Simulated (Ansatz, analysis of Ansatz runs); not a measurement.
# Moving an added electron between V sites in VPO4 (Cmcm), part 3 of 3

Aim: the energy barrier that a trapped electron meets when it moves from one V atom to another one nearby in VPO4 (Cmcm). The model is a cell of 96 host atoms.

Ansatz 0.2.0; plane-wave PAW DFT, PBEsol+U; relaxation of all atoms of a supercell at fixed charge in a uniform background; PAW set soft_1.

So far. Step 3 (The electron on the first site): The largest changes of the moments are 0.67 μB on V6, 0.01 μB on O70 and 0.01 μB on O76. The largest part sits on the chosen site. Step 4 (The electron on the second site): The largest changes of the moments are 0.68 μB on V12, 0.01 μB on O84 and 0.01 μB on O89. The largest part sits on the chosen site.

## (5) Points on the line between the two structures

Level of this step: plane-wave PAW DFT, PBEsol+U; single point of a supercell at fixed charge in a uniform background; PAW set soft_1 (Ansatz).

All atoms move on the straight line between the two relaxed structures, 2.06 amu^1/2 Å long in mass-weighted terms. Each point starts from the state of the point before, once from either end, so that both localised states can be followed; the midpoint is also started with the carrier shared.

Contents of A.x0500/input.yaml:

```yaml
crystal:
  lattice:
    - [-5.23155868, 7.80375834, 6.35985605]
    - [5.23155868, -7.80375834, 6.35985605]
    - [5.23155868, 7.80375834, -6.35985605]
  atoms:
    - { symbol: V, position: [7.0e-06, 0.250181, 0.74968], spin: 2.0 }
    - { symbol: V, position: [5.4e-05, 0.7499, 0.250007], spin: 2.0 }
[... 3 atom lines left out ...]
    - { symbol: V, position: [0.50051, 0.74971, 0.750656], spin: 3.0 }
[... 5 atom lines left out ...]
    - { symbol: V, position: [0.250973, 0.500173, 0.750659], spin: 2.0 }
[... 23 atom lines left out ...]
    - { symbol: O, position: [0.359874, 0.755814, 0.865649] }
[... 22 atom lines left out ...]
    - { symbol: O, position: [0.359871, 0.494086, 0.603922] }
[... 10 atom lines left out ...]
    - { symbol: O, position: [0.604428, 0.726639, 0.877643] }
[... 13 atom lines left out ...]
    - { symbol: O, position: [0.401116, 0.523353, 0.877623] }
[... 11 atom lines left out ...]
    - { symbol: O, position: [0.854945, 0.724948, 0.627085] }
total_charge: -1
basis:
  ecutwfc: 420
  xc_grid: 2
hamiltonian:
  xc: pbesol
  hubbard:
    sites: [{ species: V, l: d, u_eff: 4.5 }]
    projectors: ortho-atomic
  pseudopotentials: { kind: paw, azcp: { folder: soft_1 }, xc_functional: pbe }
kpoints:
  mp_grid: { grid: [1, 1, 1] }
magnetization:
  spin_polarized: true
  initial_magnetization: 33
  spin_locking: { lock_magnetization: hard }
scf:
  occupations: { method: fermi_dirac, width: 0.01 }
  max_iter: 120
  lower_state_search: "off"
output:
  forces: true
  eigenvalues: true
  eigenstates: { localisation: true }
  write_density: true
  write_potential: true
  volumetric_format: npy
checkpoint:
  read: "../A.x0375.run"
  write: "../A.x0500.run"
  compress: false
  write_wavefunctions: true
  write_every: 100000
```

On the command line:

```sh
$ ansatz run input.yaml --threads 8 --pin off --max-ram 18841MiB --backend cpu --events-out ev --progress --plain --runs-dir out
```

Numbers of over 12 decimals in the logs are rounded to 6 here.

What it wrote:

```text
[...]
Warning: at least one further symmetry operation maps every atom of the structure, as the run holds it, onto an atom to within 2.70e-5 (fractional), and is not used: no operation is sought that the atoms, as the run holds them, miss by more than 2.00e-5, [...]
Warning: checkpoint.read: the run can stay near the saved state's solution: 96 site(s) moved relative to the saved geometry (max |Δs| = 1.733e-3 fractional); [...]
[...]
Crystal: 96 atoms, lattice volume = 1038.585 Å³
Basis set: ecut = 420 eV, 20271 PW (Γ), exchange–correlation on 160×160×160 points (8 copies of the dense FFT grid, shifted against one another)
Bands: 449, of which v1, the nominal top of the filled ones, is band 337 counted from 1 (336 counted from 0)
Symmetry: 1 space group operations
[...]
k-points: 1
[...]
Starting moments: Σ|m| = 33 μB on 16 of 96 sites; this step starts from the density that it was given
[...]
SCF iter  36: F=—  HF=-93907.519035 eV  |F-HF|=—  |Δ(HF+E_count)|=   1.23e-4  Δρ=1.72e-4 (↑1.72e-4 ↓9.53e-5)  dr2=4.71e-4  dr2_m=7.08e-5  M=33.000 μB ∫|m|=35.692 μB  ethr=2.42e-8  ⟨swp⟩=10.0  Hψ=5016  notcnv=0
[...]
iteration 36: the SCF's residuals had fallen too slowly under its mixing. It goes on by minimising its free energy, and can end on another state than longer mixing would; [...]
SCF iter  37: F=—  HF=-93907.520122 eV  |F-HF|=—  |Δ(HF+E_count)|=   1.09e-3  Δρ=4.66e-4 (↑4.66e-4 ↓6.71e-5)  dr2=4.71e-3  dr2_m=4.50e-4  M=33.000 μB ∫|m|=35.693 μB  ethr=2.42e-8  ⟨swp⟩=13.0  Hψ=6383  notcnv=0
[...]
SCF iter  47: F=-93907.525282 eV  HF=-93907.525282 eV  |F-HF|=1.06e-9  |Δ(HF+E_count)|=  2.91e-11  Δρ=2.35e-7 (↑2.35e-7 ↓1.16e-7)  dr2=1.14e-9  dr2_m=8.95e-11  M=33.000 μB ∫|m|=35.722 μB  ethr=1.00e-12  ⟨swp⟩=7.0  Hψ=5223  notcnv=0
SCF 1 converged in 47 iterations: F = -93907.525282 eV  dr2 = 1.14e-9
[...]
SCF converged after 47 iterations
Stability not told: the SCF's own minimisation came to no verdict on its close; the lowest value that the minimisation read is 3.5e-2 (residual 3.1e-2): no lower mode is shown, and none is ruled out
Magnetization: 33.0000 μB (353.0000 up, 320.0000 down)
Absolute magnetization: 35.7637 μB (∫|ρ↑−ρ↓|, with the PAW one-centre terms)
[...]
Per-site moments (μB) at R_I (Å): [(1.538291, 0.799126), (1.537061, 0.798772), (1.534887, 0.795335), [... 93 left out ...]
Free energy (F): -93907.525282 eV
[...]
Internal energy: -93907.525040 eV  (E = F + TS)
E sigma→0 (E₀):  -93907.525161 eV
Entropy (-TS):   -0.000242 eV (-0.003 meV/atom)
Fermi energy:    8.762426 (↑ 8.762426, ↓ 8.510244) eV
[...]
--- Forces (eV/Å), atoms counted from 1 ---
  atom   1  V     -0.00012732     0.00388527    -0.00736416
  atom   2  V      0.00006139    -0.00247207     0.00192696
  [... 3 atoms left out ...]
  atom   6  V     -0.00013988    -0.08570740    -0.09387962
  [... 5 atoms left out ...]
  atom  12  V      0.00001298    -0.08796217     0.08961766
  [... 7 atoms left out ...]
  atom  20  P      0.05363587     0.01228368    -0.00276560
  [... 1 atom left out ...]
  atom  22  P      0.00021947    -0.06508100    -0.00676865
  [... 13 atoms left out ...]
  atom  36  O     -0.13227377     0.05404871     0.00799031
  [... 22 atoms left out ...]
  atom  59  O      0.13213230     0.05416747     0.00802775
  [... 10 atoms left out ...]
  atom  70  O     -0.00006073    -0.03673598     0.03017179
  [... 5 atoms left out ...]
  atom  76  O     -0.00016434     0.14253093    -0.04164801
  [... 7 atoms left out ...]
  atom  84  O     -0.00000425    -0.02445995    -0.02763301
  [... 4 atoms left out ...]
  atom  89  O     -0.00000828     0.13046323     0.04028785
  [... 7 atoms left out ...]
  max |Σ_I F_I| component: 1.11e-5 eV/Å
--- Band table (eV) ---
[...]
Occupation matrices written to <dir>
```

Wall time 3.7 min (8 threads of Arm Neoverse V2, shared host); peak memory 3.5 GiB.

States next to the filling edge at the first k-point, on the run's own zero (eigenstates.tsv). The participation number counts the atoms that a state is spread over, of 96; bands count from 0.

```csv
spin,band,energy (eV),occupation,participation,largest share on,share
down,314,6.076,1.00,38.4,O88,0.05
down,315,6.119,1.00,37.9,O76,0.05
down,316,6.201,1.00,49.1,O38,0.04
down,317,6.271,1.00,21.5,O89,0.10
down,318,6.364,1.00,15.9,O70,0.15
down,319,6.423,1.00,47.0,O84,0.06
down,320,10.598,0.00,18.0,V2,0.11
down,321,10.806,0.00,4.2,V16,0.35
down,322,10.810,0.00,6.6,V2,0.26
down,323,10.848,0.00,9.2,V13,0.16
down,324,10.858,0.00,6.3,V11,0.22
up,347,6.749,1.00,27.3,V16,0.08
up,348,6.848,1.00,4.9,V12,0.32
up,349,6.867,1.00,30.5,V7,0.06
up,350,7.147,1.00,4.9,V6,0.32
up,351,7.286,1.00,6.6,V12,0.29
up,352,8.698,1.00,3.8,V12,0.36
up,353,8.827,0.00,3.4,V6,0.38
up,354,9.300,0.00,18.4,V2,0.12
up,355,9.464,0.00,5.4,V2,0.30
up,356,9.484,0.00,11.9,V3,0.11
up,357,9.486,0.00,7.3,V16,0.25
```

Under PBEsol+U (4.5 eV) at the zone centre alone, the highest filled state is spin up, spread over 4 of 96 atoms, and the lowest empty one, 0.13 eV above it, is spin up, spread over 3 of 96 atoms.

Spin density in the bc plane at fractional x = 0.375, through the centre, with atoms of O within 0.45 Å of it.

Ten even steps from '0' (-0.041 e/Å³) to '9' (0.067 e/Å³), each cell a mean:
```
33333333334433333333333333344333
33334432244333344333444333433333
53444420343333443024544212233323
34675311333333320257653002333323
58985434443333323699743234433333
57765666443333345897655554433334
44456985433333445555689754333344
11357752123334443234798532233333
12345410343333320034664332233321
43343324543333320244443222333334
33333334433334433344333233333444
33333333333344333333333333344333
33333333334443333333333333443333
43333433444333332333443224433334
51234433433333244344442034333345
01466420023333233467531133333343
35896432333333335798543343333332
57875555443333345776556544333333
45545787433333444445798533333344
32346875333333331135785212333333
20245543533333211245541044433334
12344333433333454344431354333345
33333333333344443333333333333443
33333333333443333333333333334433
```
Columns run along b (11.3 Å), rows up along c (11.3 Å). Atoms in or near the plane, at fractional coordinates: O at (0.25, 0.36), O at (0.76, 0.87), O at (0.25, 0.89), O at (0.75, 0.39), O at (0.50, 0.14), O at (0.00, 0.64), O at (0.49, 0.60), O at (0.00, 0.11), O at (0.47, 0.37), O at (0.98, 0.87), O at (0.27, 0.13), O at (0.77, 0.62), O at (0.02, 0.37), O at (0.52, 0.88) and more.

Valence density in the bc plane at fractional x = 0.375, through the centre, with atoms of O within 0.45 Å of it. It is the smooth field of the valence electrons, not physical close to the nuclei.

Values in e/Å³, 13 rows by 16 columns, each cell a mean:
```
1.5 0.4 0.1 0.7 2.0 0.7 0.1 0.1 0.7 0.5 0.1 0.1 0.9 0.9 0.5 0.8
2.9 0.3 0.5 3.8 3.3 0.3 0.1 1.8 4.1 0.8 0.2 1.8 5.1 1.3 0.6 3.3
0.3 0.2 0.4 0.8 0.2 0.1 0.2 1.2 0.9 0.2 0.3 1.2 1.0 0.2 0.3 0.8
0.8 0.4 0.2 0.4 0.8 0.3 0.1 0.1 0.3 0.3 0.2 0.2 0.3 0.3 0.1 0.2
3.8 0.4 0.4 3.4 3.3 0.3 0.1 1.3 3.8 0.9 0.2 1.1 3.9 1.2 0.5 3.2
0.6 0.1 0.5 1.5 0.4 0.1 0.4 2.9 2.3 0.2 0.2 2.0 2.2 0.6 0.9 1.9
0.1 0.2 0.1 0.1 0.1 0.3 0.5 0.7 0.4 0.2 0.1 0.3 0.7 0.6 0.2 0.1
2.5 1.1 0.1 0.6 2.8 1.3 0.5 2.1 2.9 0.4 0.2 2.2 3.8 0.6 0.1 0.4
3.5 0.5 0.3 2.5 3.6 0.5 0.6 2.6 1.2 0.2 0.6 2.6 1.3 0.1 0.2 2.2
0.3 0.2 0.2 0.5 0.2 0.1 0.2 0.2 0.2 0.2 0.2 0.2 0.2 0.1 0.2 0.4
1.4 0.8 0.2 0.3 1.4 0.7 0.2 1.3 2.6 0.5 0.2 1.4 2.5 0.4 0.1 0.3
4.6 0.7 0.2 2.1 3.8 0.8 0.9 3.9 2.2 0.2 0.6 3.5 1.9 0.1 0.2 2.5
0.6 0.1 0.2 0.7 0.7 0.5 0.5 0.4 0.1 0.1 0.2 0.3 0.1 0.1 0.4 1.2
```
Columns run along b (11.3 Å), rows up along c (11.3 Å). Atoms in or near the plane, at fractional coordinates: O at (0.25, 0.36), O at (0.76, 0.87), O at (0.25, 0.89), O at (0.75, 0.39), O at (0.50, 0.14), O at (0.00, 0.64), O at (0.49, 0.60), O at (0.00, 0.11), O at (0.47, 0.37), O at (0.98, 0.87), O at (0.27, 0.13), O at (0.77, 0.62), O at (0.02, 0.37), O at (0.52, 0.88) and more.

Electrostatic potential energy in the bc plane at fractional x = 0.375, through the centre, with atoms of O within 0.45 Å of it. With pseudopotentials it is smooth inside the atoms' cores, unlike the true potential.

Values in eV, 13 rows by 16 columns, each cell a mean:
```
 -5  10  12   4 -13   5  13  14   7  10  13  13   4   0 -13  -9
-15   9   7 -23 -16  12  14  -4 -25   3  10  -6 -28  -6   1 -20
  8   7   7   2  10  13  13  -1   2   8   9  -2   2  11  11   5
  2   7   8   6   3  12  14  12   9   8   8   9  10  12  13  10
-22   7   7 -19 -19  12  14   0 -22   2   9   1 -21  -2   5 -18
  7  12   9  -3  10  14  10 -18 -10  11  12  -9 -14 -13  -4  -9
 14  13  13  13  13  10  -4  -7   7  13  13   9  -3  -3   9  13
-11   1  11   7 -14  -7  -9 -14 -18  10  11  -9 -24   7  14  10
-19   5   8 -15 -18   6   6 -14   0   8   6 -16   0  13  13 -11
  8   8   8   6  10  13  13  11   8   8   8   8  10  13  13   9
 -5   2   8   8  -3   6  10  -2 -15   6   7  -3 -14  11  13  11
-26   4  11 -11 -24  -5  -3 -25  -8  11   6 -20  -4  13  13 -12
  4  12  13   5  -4 -13   3  10  13  13  13  12  14  13   6  -7
```
Columns run along b (11.3 Å; values clipped at the 3rd and 97th percentile), rows up along c (11.3 Å). Atoms in or near the plane, at fractional coordinates: O at (0.25, 0.36), O at (0.76, 0.87), O at (0.25, 0.89), O at (0.75, 0.39), O at (0.50, 0.14), O at (0.00, 0.64), O at (0.49, 0.60), O at (0.00, 0.11), O at (0.47, 0.37), O at (0.98, 0.87), O at (0.27, 0.13), O at (0.77, 0.62), O at (0.02, 0.37), O at (0.52, 0.88) and more.

Free energies from the first end:

```csv
started from,fraction,energy (eV),moment change on V6 (μB),on V12 (μB)
first site,0,0.000,0.68,0.00
first site,0.125,0.018,0.65,0.02
first site,0.25,0.071,0.63,0.04
first site,0.375,0.157,0.60,0.06
first site,0.5,0.259,0.36,0.36
first site,0.625,0.157,0.06,0.60
second site,0.875,0.018,0.02,0.66
second site,0.75,0.071,0.04,0.63
second site,0.625,0.157,0.06,0.60
second site,0.5,0.259,0.36,0.36
second site,0.375,0.157,0.60,0.06
shared,0.5,0.259,0.36,0.36
second site,1,0.000,0.00,0.68
```

## (6) Summary of results

```yaml
barrier_forward: 0.26 eV
barrier_backward: 0.26 eV
distance_of_the_two_sites_without_the_carrier: 3.18 Å
carrier_at_the_midpoint: shared
```

On this line the electron must cross 0.26 eV to hop 3.18 Å; both ends have the same energy within 0.005 eV. At the midpoint the lowest state found shares the carrier between both sites, and no finished start kept it on one. That fits an adiabatic hop but does not prove it, since self-interaction left by this U favours sharing too. With an assumed attempt frequency of 1e13 per second the rate at 300 K would be 4e+08 per second for this barrier, if every crossing succeeded. A straight line need not be the lowest path, so the true barrier at this U can be lower, or higher if the ends can still break their symmetry. No run compares the localised electron with one spread in the band, so its binding is unknown and the barrier may exceed it. The magnetic order was assumed and need not be the ground state. The total moment is locked, so a carrier of the other spin direction was not tried. The program's search for lower electronic states was switched off in all runs, so that each state is followed; none is shown to be the lowest at its structure. No image-charge correction is applied; it nearly cancels along the line while the charge stays localised. What this leaves open: sampling at the zone centre alone can move energies of charged and open-shell states by tenths of an eV or more in cells of this size; gap and trapping depend on the U chosen (V d 4.5 eV).

[Logs are printed without paths, hosts, clocks, repeated set-up lines and the standing remarks that a program may print on its own settings, such as how far it seeks lower states.]

[Hosts, paths, dates, database ids (printed as entryN), source tags and the programs' standing remarks are cut or masked in the printed files.]
